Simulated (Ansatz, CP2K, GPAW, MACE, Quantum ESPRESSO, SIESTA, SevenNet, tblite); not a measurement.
## H-capped AlP nanocrystal (rod) (34 atoms): runs against a plane-wave reference

The cell holds 34 atoms: 6 P, 6 Al and 22 H. Its edges and angles: a = 15.829 Å, b = 15.829 Å, c = 21.292 Å, α = 90.0°, β = 90.0°, γ = 90.0°. It derives from AlP (zinc-blende). Rod of size parameter 3.1 Å cut from zinc-blende AlP (a = 5.463 Å), atoms with fewer than two neighbours dropped, broken bonds capped with H, 10 Å of vacuum. Then every atom was moved at random, 0.03 Å r.m.s. a Cartesian component (hydrogen 0.6 of that). Regions: crystal, 12 atoms (6 P and 6 Al); hydrogen, 22 atoms (22 H). Vacuum lies along a, b and c.

Geometry: as built.

The reference, a calculation:

| Item | Value |
| --- | --- |
| method | Kohn-Sham DFT, PBE, PAW, plane waves (Ansatz 0.2.0); cutoff 420 eV, Γ point, fermi-dirac smearing of 0.05 eV; PAW set soft_2 |
| r.m.s. force component | 0.849 eV/Å |
| longest force | 3.836 eV/Å |
| gap (highest filled to lowest empty level) | 3.074 eV |
| SCF cycles | 8 |
| time | 6.5 s on 8 threads of Arm Neoverse V2, shared host |
| CPU time | 43 s |

Runs, in no order:
A. GPAW PBE, LCAO szp(dzp), h 0.2 Å: Kohn-Sham DFT, PBE, PAW, atomic orbitals (szp(dzp))
B. CP2K PBE, DZVP-UZH, 315/50 Ry, diagonalisation: Kohn-Sham DFT, PBE, GTH-PBE pseudopotentials, Gaussian and plane waves, DZVP-MOLOPT (UZH set), diagonalisation
C. SevenNet l3i5 potential: machine-learned interatomic potential SevenNet l3i5, trained on PBE(+U) plane-wave data
D. GPAW PBE, LCAO dzp, h 0.2 Å: Kohn-Sham DFT, PBE, PAW, atomic orbitals (dzp)
E. GPAW PBE, LCAO sz(dzp), h 0.2 Å: Kohn-Sham DFT, PBE, PAW, atomic orbitals (sz(dzp))

Q: Order them from the smallest to the largest r.m.s. force difference.

B, D, C, A, E.

| run | Δ force, r.m.s. (meV/Å) | share of r.m.s. force (%) | CPU time |
| --- | --- | --- | --- |
| B. CP2K PBE, DZVP-UZH, 315/50 Ry, diagonalisation | 39.6 | 4.67 | 3.8 min |
| D. GPAW PBE, LCAO dzp, h 0.2 Å | 145 | 17.1 | 33 s |
| C. SevenNet l3i5 potential | 316 | 37.2 | 6.9 s |
| A. GPAW PBE, LCAO szp(dzp), h 0.2 Å | 660 | 77.8 | 31 s |
| E. GPAW PBE, LCAO sz(dzp), h 0.2 Å | 1273 | 150 | 24 s |

Caps of real hydrogen don't mimic the fractional bonds of a polar compound, so surface states and strained caps may belong to the model.

[Hosts, paths, dates, database ids (printed as entryN), source tags and the programs' standing remarks are cut or masked in the printed files.]
